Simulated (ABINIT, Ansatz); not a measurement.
# NbInO4 (P2/c): bands and cutoff in G0W0 with ABINIT

Aim: raise bands and screening cutoff together for NbInO4 (P2/c) and follow gap and time.

Method: LDA and many-body steps on it, plane waves, in ABINIT 10.8.3.

## (1) Starting point

The structure is monoclinic, space group P2/c (No. 13). The conventional cell has a = 4.835 Å, b = 5.771 Å, c = 5.144 Å, α = 90.00°, β = 91.13°, γ = 90.00°. Nb has 6 O at 1.88 to 2.15 Å nearest. Nearest to In lie 6 O at 2.10 to 2.23 Å. O has 1 Nb at 1.88 Å and 2 In at 2.15 to 2.23 Å nearest. O has 2 Nb at 1.98 to 2.15 Å and 1 In at 2.10 Å nearest. Farther neighbours and most contacts between anions are not listed.

The cell and positions come from the Crystallography Open Database and are kept as given unless a step says otherwise.

## (2) Empty states on the mesh, 2×2×2 mesh, 534 bands

This step: ABINIT 10.8.3; DFT, LDA, plane waves, norm-conserving pseudopotentials.

The sums over transitions need many empty states on a uniform mesh; this step solves for them.

run.abi reads:

```
acell 3*1.0 Angstrom
rprim 
  4.835500000000 0.000000000000 -0.000000000000
  0.000000000000 5.770900000000 0.000000000000
  -0.101444525800 0.000000000000 5.142999611900
ntypat 3
znucl 41 49 8
natom 12
typat 1 1 2 2 3 3 3 3 3 3 3 3
xred 
  0.000000000000 0.177900000000 0.250000000000
  0.000000000000 0.822100000000 0.750000000000
  0.500000000000 0.682500000000 0.250000000000
  0.500000000000 0.317500000000 0.750000000000
  0.260000000000 0.618000000000 0.901000000000
  0.740000000000 0.618000000000 0.599000000000
  0.740000000000 0.382000000000 0.099000000000
  0.260000000000 0.382000000000 0.401000000000
  0.217000000000 0.898000000000 0.438000000000
  0.783000000000 0.898000000000 0.062000000000
  0.783000000000 0.102000000000 0.562000000000
  0.217000000000 0.102000000000 0.938000000000
pp_dirpath "pseudos"
pseudos "Nb.upf, In.upf, O.upf"
ecut 42
ngkpt 2 2 2
nshiftk 1
shiftk 0 0 0
kptopt 1
chksymbreak 0
iscf -2
irdden 1
istwfk *1
nband 534
nbdbuf 48
tolwfr 1e-09
nstep 60
prtvol 0
indata_prefix "in"
outdata_prefix "out"
tmpdata_prefix "tmp"
```

The run is started by

```bash
$ OMP_NUM_THREADS=2 mpirun -n 8 abinit run.abi > log
```

Numbers of over 12 decimals in the logs are rounded to 6 here.

Output:

```text
.Version 10.8.3 of ABINIT. v10.8.2 released Aug 2026.

 Symmetries : space group P2/c (# 13); Bravais mP (primitive monocl.)
[... echo of the input left out ...]
== DATASET  1 ==================================================================
-   mpi_nproc: 8, omp_nthreads: 2 (-1 if OMP is not activated)

--- !DatasetInfo
iteration_state: {dtset: 1, }
dimensions: {natom: 12, nkpt: 8, mband: 534, nsppol: 1, nspinor: 1, nspden: 1, mpw: 12604, }
cutoff_energies: {ecut:  42.0, pawecutdg:  -1.0, }
[...]
4.44408    4.44913    4.45628    4.45825    4.45918    4.46639    4.47062    4.47974
   4.48816    4.49302    4.49607    4.49681    4.49976    4.51244    4.51613    4.52882
   4.54133    4.55092    4.56075    4.56605    4.57551    4.58118
 prteigrs : prtvol=0 or 1, do not print more k-points.

== END DATASET(S) ==============================================================
================================================================================

 -outvars: echo values of variables after computation  --------
            nband         534
             nkpt           8
          spgroup          13
 [... the other variables as echoed above ...]

 Calculation completed.
```

Run time: 6 min. Hardware: 8 MPI ranks of Arm Neoverse V2, shared host; peak memory 1.7 GiB.

This step gave:

```yaml
gap: 3.324 eV
k_of_the_valence_top: 0.5, 0, 0
k_of_the_conduction_bottom: 0, 0.5, 0
least_direct_gap: 3.370 eV
k_points_computed: 8
lowest_point_of_the_top_converged_band_above_the_valence_top: 110.6219 eV
```

On this mesh the gap is 3.324 eV.

The density comes from a self-consistent run that is not shown.

## (3) Screening, 2×2×2 mesh, 111 bands, screening to 76.2 eV

The RPA dielectric matrix is built and inverted for each q.

This step: RPA screening on LDA, plane waves, norm-conserving pseudopotentials.

Edit run.abi of step 2 so:

```diff
@@ -30,10 +30,11 @@
 chksymbreak 0
-iscf -2
-irdden 1
 istwfk *1
-nband 534
-nbdbuf 48
-tolwfr 1e-09
-nstep 60
-prtvol 0
+occopt 1
+irdwfk 1
+optdriver 3
+nband 111
+ecuteps 2.8
+inclvkb 2
+awtr 1
+symchi 1
 indata_prefix "in"
```

The run is started by

```bash
$ OMP_NUM_THREADS=1 mpirun -n 16 abinit run.abi > log
```

Output:

```text
.Version 10.8.3 of ABINIT. v10.8.2 released Aug 2026.

 Symmetries : space group P2/c (# 13); Bravais mP (primitive monocl.)
[... echo of the input left out ...]
== DATASET  1 ==================================================================
-   mpi_nproc: 16, omp_nthreads: 1 (-1 if OMP is not activated)

--- !DatasetInfo
iteration_state: {dtset: 1, }
dimensions: {natom: 12, nkpt: 8, mband: 111, nsppol: 1, nspinor: 1, nspden: 1, mpw: 12604, }
cutoff_energies: {ecut:  42.0, pawecutdg:  -1.0, }
electrons: {nelect:   1.16000000E+02, charge:   0.00000000E+00, occopt:   1.00000000E+00, tsmear:   1.00000000E-02, }

 SCREENING: Calculation of the susceptibility and dielectric matrices

 Based on a program developped by R.W. Godby, V. Olevano, G. Onida, and L. Reining.
 Incorporated in ABINIT by V. Olevano, G.-M. Rignanese, and M. Torrent.
.Using double precision arithmetic ; gwpc =  8

[... cell and pseudopotentials left out ...]
--------------------------------------------------------------------------------

 ==== K-mesh for the wavefunctions ====
 Number of points in the irreducible wedge :     8
[... list of points left out ...]
 Together with  4 symmetry operations and time-reversal symmetry
 yields     8 points in the full Brillouin Zone.

 ==== Q-mesh for the screening function ====
 Number of points in the irreducible wedge :     8
[... list of points left out ...]
 Together with  4 symmetry operations and time-reversal symmetry
 yields     8 points in the full Brillouin Zone.

 setmesh: FFT mesh size selected  =    36x   45x   36
          total number of points  =        58320

 vcoul_init : cutoff-mode = AUXILIARY_FUNCTION
 q-points for optical limit:   1
     1)      0.000010    0.000020    0.000030

- screening: taking advantage of time-reversal symmetry
- Maximum band index for partially occupied states nbvw = 58
- Remaining bands to be divided among processors   nbcw = 53
- Number of bands treated by each node ~3

 Number of electrons calculated from density =  116.0000; Expected =  116.0000
 average of density, n =  0.119773
 r_s =    1.2585
 omega_plasma =   33.3838 [eV]

 calculating chi0 at frequencies [eV] :
  1    0.000000E+00    0.000000E+00
  2    0.000000E+00    3.338379E+01

--------------------------------------------------------------------------------
  q-point number  1        q = ( 0.000000, 0.000000, 0.000000) [r.l.u.]
--------------------------------------------------------------------------------
[... chi0 elements left out ...]
 For q-point:  0.000010 0.000020 0.000030
  dielectric constant =   5.3722
  dielectric constant without local fields =   5.7101

  Average fulfillment of the sum rule on Im[epsilon] for q-point    1 :     26.58  [%]
[... wings left out ...]
  q-point number  2        q = ( 0.500000, 0.000000, 0.000000) [r.l.u.]
--------------------------------------------------------------------------------
[... chi0 elements left out ...]
  Average fulfillment of the sum rule on Im[epsilon] for q-point    2 :     32.38  [%]

 [... 6 further q-points ...]
```

Wall time 52 s (16 MPI ranks); peak memory 11 GiB.

Numbers from this step:

```
ε∞ with local fields, on this mesh, along the program's q direction : 5.372
the same without local fields                                       : 5.710
plasma frequency                                                    : 33.38 eV
plane waves in the screening matrix                                 : 219
```

Local fields lower ε∞ by 6 %. On a Γ-centred mesh this coarse the value itself is usually too large, while a short band sum pulls it down.

## (4) 111 bands, 76.2 eV

The self-energy is evaluated for the states that the input lists, and the levels follow from it, in one-shot runs by the linearised quasiparticle equation.

This step: G0W0 on LDA, plane waves, norm-conserving pseudopotentials.

Edit run.abi of step 3 so:

```diff
@@ -33,8 +33,19 @@
 irdwfk 1
-optdriver 3
+optdriver 4
 nband 111
+gwcalctyp 0
+ecutsigx 42
+symsigma 1
+nkptgw 3
+kptgw 
+  0.5000000000 0.0000000000 0.0000000000
+  0.0000000000 0.5000000000 0.0000000000
+  0.0000000000 0.0000000000 0.0000000000
+bdgw 
+  57 61
+  57 60
+  57 60
 ecuteps 2.8
-inclvkb 2
-awtr 1
-symchi 1
+irdscr 1
+ppmodel 1
 indata_prefix "in"
```

Output:

```text
.Version 10.8.3 of ABINIT. v10.8.2 released Aug 2026.

 Symmetries : space group P2/c (# 13); Bravais mP (primitive monocl.)
[... echo of the input left out ...]
== DATASET  1 ==================================================================
-   mpi_nproc: 16, omp_nthreads: 1 (-1 if OMP is not activated)

--- !DatasetInfo
iteration_state: {dtset: 1, }
dimensions: {natom: 12, nkpt: 8, mband: 111, nsppol: 1, nspinor: 1, nspden: 1, mpw: 12604, }
cutoff_energies: {ecut:  42.0, pawecutdg:  -1.0, }
electrons: {nelect:   1.16000000E+02, charge:   0.00000000E+00, occopt:   1.00000000E+00, tsmear:   1.00000000E-02, }

 SIGMA: Calculation of the GW corrections

 Based on a program developped by R.W. Godby, V. Olevano, G. Onida, and L. Reining.
 Incorporated in ABINIT by V. Olevano, G.-M. Rignanese, and M. Torrent.
.Using double precision arithmetic ; gwpc =  8

[... cell and pseudopotentials left out ...]
--------------------------------------------------------------------------------

 ==== K-mesh for the wavefunctions ====
 Number of points in the irreducible wedge :     8
[... list of points left out ...]
 Together with  4 symmetry operations and time-reversal symmetry
 yields     8 points in the full Brillouin Zone.

 ==== Q-mesh for screening function ====
 Number of points in the irreducible wedge :     8
[... list of points left out ...]
 Together with  4 symmetry operations and time-reversal symmetry
 yields     8 points in the full Brillouin Zone.

 vcoul_init : cutoff-mode = AUXILIARY_FUNCTION
 q-points for optical limit:   1
     1)      0.000010    0.000020    0.000030
 setmesh: FFT mesh size selected  =    54x   64x   60
          total number of points  =       207360

 Number of electrons calculated from density =  116.0000; Expected =  116.0000
 average of density, n =  0.119773
 r_s =    1.2585
 omega_plasma =   33.3838 [eV]

 === KS Band Gaps ===
  >>>> For spin  1
   Minimum direct gap =   3.3699 [eV], located at k-point      :   0.0000  0.5000  0.0000
   Fundamental gap    =   3.3236 [eV], Top of valence bands at :   0.5000  0.0000  0.0000
                                       Bottom of conduction at :   0.0000  0.5000  0.0000
 SIGMA fundamental parameters:
 PLASMON POLE MODEL  1
 number of plane-waves for SigmaX                12583
 number of plane-waves for SigmaC and W            219
 number of plane-waves for wavefunctions         12583
 number of bands                                   111
 number of independent spin polarizations            1
 number of spinorial components                      1
 number of k-points in IBZ                           8
 number of q-points in IBZ                           8
 number of symmetry operations                       4
 number of k-points in BZ                            8
 number of q-points in BZ                            8
 number of frequencies for dSigma/dE                 9
 frequency step for dSigma/dE [eV]                0.25
 number of omega for Sigma on real axis              0
 max omega for Sigma on real axis  [eV]           0.00
 zcut for avoiding poles [eV]                     0.10

 EPSILON^-1 parameters (SCR file):
 dimension of the eps^-1 matrix on file            219
 dimension of the eps^-1 matrix used               219
 number of plane-waves for wavefunctions         12583
 number of bands                                   111
 number of q-points in IBZ                           8
 number of frequencies                               2
 number of real frequencies                          1
 number of imag frequencies                          1

 matrix elements of self-energy operator (all in [eV])

 Perturbative Calculation

--- !SelfEnergy_ee
iteration_state: {dtset: 1, }
kpoint     : [   0.500,    0.000,    0.000, ]
spin       : 1
KS_gap     :    3.918
QP_gap     :    6.082
Delta_QP_KS:    2.164
data: !SigmaeeData |
     Band     E0 <VxcDFT>   SigX SigC(E0)      Z dSigC/dE  Sig(E)    E-E0       E
       57   5.149 -19.492 -24.602   5.298   0.770  -0.298 -19.347   0.145   5.294
       58   5.394 -19.746 -24.905   5.357   0.772  -0.295 -19.593   0.153   5.547
       59   9.313 -17.626 -11.314  -3.467   0.814  -0.229 -15.310   2.316  11.629
       60   9.360 -17.686 -11.419  -3.291   0.814  -0.228 -15.262   2.424  11.784
       61   9.360 -17.274 -11.419  -3.291   0.814  -0.228 -15.186   2.089  11.449

--- !SelfEnergy_ee
iteration_state: {dtset: 1, }
kpoint     : [   0.000,    0.500,    0.000, ]
spin       : 1
KS_gap     :    3.370
QP_gap     :    5.439
Delta_QP_KS:    2.069
data: !SigmaeeData |
     Band     E0 <VxcDFT>   SigX SigC(E0)      Z dSigC/dE  Sig(E)    E-E0       E
       57   5.053 -19.382 -24.375   5.187   0.772  -0.295 -19.233   0.149   5.203
[...]
--- !SelfEnergy_ee
iteration_state: {dtset: 1, }
kpoint     : [   0.000,    0.000,    0.000, ]
spin       : 1
KS_gap     :    3.624
QP_gap     :    5.645
Delta_QP_KS:    2.021
data: !SigmaeeData |
     Band     E0 <VxcDFT>   SigX SigC(E0)      Z dSigC/dE  Sig(E)    E-E0       E
[...]
58   5.278 -19.664 -24.772   5.314   0.771  -0.296 -19.505   0.159   5.437
       59   8.902 -17.011 -11.396  -2.958   0.821  -0.218 -14.831   2.180  11.082
       60   9.339 -17.140 -11.734  -2.854   0.821  -0.218 -15.045   2.095  11.434

== END DATASET(S) ==============================================================
================================================================================

 -outvars: echo values of variables after computation  --------
           etotal      0.0000000000E+00
            nband         111
             nkpt           8
          spgroup          13
 [... the other variables as echoed above ...]

 Calculation completed.
```

Wall time 6.8 s (16 MPI ranks); peak memory 3.4 GiB.

Numbers from this step:

* G0W0 gap on the points computed: 5.436 eV
* starting gap on the mesh: 3.324 eV
* k of the valence top: 0.5, 0, 0
* k of the conduction bottom: 0, 0.5, 0
* Z at the valence top: 0.772
* Z at the conduction bottom: 0.824
* least direct G0W0 gap on the computed points: 5.439 eV

The gap on the mesh goes from 3.32 eV to 5.44 eV, a correction of +2.11 eV.

## (5) Screening, 2×2×2 mesh, 232 bands, screening to 141.5 eV

This step: RPA screening on LDA, plane waves, norm-conserving pseudopotentials.

Edit run.abi of step 4 so:

```diff
@@ -33,19 +33,8 @@
 irdwfk 1
-optdriver 4
-nband 111
-gwcalctyp 0
-ecutsigx 42
-symsigma 1
-nkptgw 3
-kptgw 
-  0.5000000000 0.0000000000 0.0000000000
-  0.0000000000 0.5000000000 0.0000000000
-  0.0000000000 0.0000000000 0.0000000000
-bdgw 
-  57 61
-  57 60
-  57 60
-ecuteps 2.8
-irdscr 1
-ppmodel 1
+optdriver 3
+nband 232
+ecuteps 5.2
+inclvkb 2
+awtr 1
+symchi 1
 indata_prefix "in"
```

Output:

```text
.Version 10.8.3 of ABINIT. v10.8.2 released Aug 2026.

 Symmetries : space group P2/c (# 13); Bravais mP (primitive monocl.)
[... echo of the input left out ...]
== DATASET  1 ==================================================================
-   mpi_nproc: 16, omp_nthreads: 1 (-1 if OMP is not activated)

--- !DatasetInfo
iteration_state: {dtset: 1, }
dimensions: {natom: 12, nkpt: 8, mband: 232, nsppol: 1, nspinor: 1, nspden: 1, mpw: 12604, }
cutoff_energies: {ecut:  42.0, pawecutdg:  -1.0, }
electrons: {nelect:   1.16000000E+02, charge:   0.00000000E+00, occopt:   1.00000000E+00, tsmear:   1.00000000E-02, }

 SCREENING: Calculation of the susceptibility and dielectric matrices

 Based on a program developped by R.W. Godby, V. Olevano, G. Onida, and L. Reining.
 Incorporated in ABINIT by V. Olevano, G.-M. Rignanese, and M. Torrent.
.Using double precision arithmetic ; gwpc =  8

[... cell and pseudopotentials left out ...]
--------------------------------------------------------------------------------

 ==== K-mesh for the wavefunctions ====
 Number of points in the irreducible wedge :     8
[... list of points left out ...]
 Together with  4 symmetry operations and time-reversal symmetry
 yields     8 points in the full Brillouin Zone.

 ==== Q-mesh for the screening function ====
 Number of points in the irreducible wedge :     8
[... list of points left out ...]
 Together with  4 symmetry operations and time-reversal symmetry
 yields     8 points in the full Brillouin Zone.

 setmesh: FFT mesh size selected  =    36x   45x   40
          total number of points  =        64800

 vcoul_init : cutoff-mode = AUXILIARY_FUNCTION
 q-points for optical limit:   1
     1)      0.000010    0.000020    0.000030

- screening: taking advantage of time-reversal symmetry
- Maximum band index for partially occupied states nbvw = 58
- Remaining bands to be divided among processors   nbcw = 174
- Number of bands treated by each node ~10

 Number of electrons calculated from density =  116.0000; Expected =  116.0000
 average of density, n =  0.119773
 r_s =    1.2585
 omega_plasma =   33.3838 [eV]

 calculating chi0 at frequencies [eV] :
  1    0.000000E+00    0.000000E+00
  2    0.000000E+00    3.338379E+01

--------------------------------------------------------------------------------
  q-point number  1        q = ( 0.000000, 0.000000, 0.000000) [r.l.u.]
--------------------------------------------------------------------------------
[... chi0 elements left out ...]
 For q-point:  0.000010 0.000020 0.000030
  dielectric constant =   5.4042
  dielectric constant without local fields =   5.8554

  Average fulfillment of the sum rule on Im[epsilon] for q-point    1 :     54.05  [%]
[... wings left out ...]
  q-point number  2        q = ( 0.500000, 0.000000, 0.000000) [r.l.u.]
--------------------------------------------------------------------------------
[... chi0 elements left out ...]
  Average fulfillment of the sum rule on Im[epsilon] for q-point    2 :     58.87  [%]

 [... 6 further q-points ...]
```

Wall time 2.9 min (16 MPI ranks); peak memory 14 GiB.

Numbers from this step:

| Item | Value |
| --- | --- |
| ε∞ with local fields, on this mesh, along the program's q direction | 5.404 |
| the same without local fields | 5.855 |
| plasma frequency | 33.38 eV |
| plane waves in the screening matrix | 539 |

(Part 1 of 2 ends here.)

[Paths, hosts, dates, memory and timing lines, banners, echoed tables and standing remarks are left out of the program output.]

[Logs are printed without paths, hosts, clocks, repeated set-up lines and the standing remarks that a program may print on its own settings, such as how far it seeks lower states.]

[Runs of the session that timed out or met a known fault of the program may be left out.]

[Hosts, paths, dates, database ids (printed as entryN), source tags and the programs' standing remarks are cut or masked in the printed files.]

[G0W0 gaps are taken among the corrected bands and points alone; a level outside them can change the order at an edge.]

[Where Ansatz stands beside ABINIT at settings called matched, ABINIT's density can come from a denser mesh and the files from another edition; pairs whose starting gaps differed by over 0.03 eV were left out, so agreement reads better than it is.]
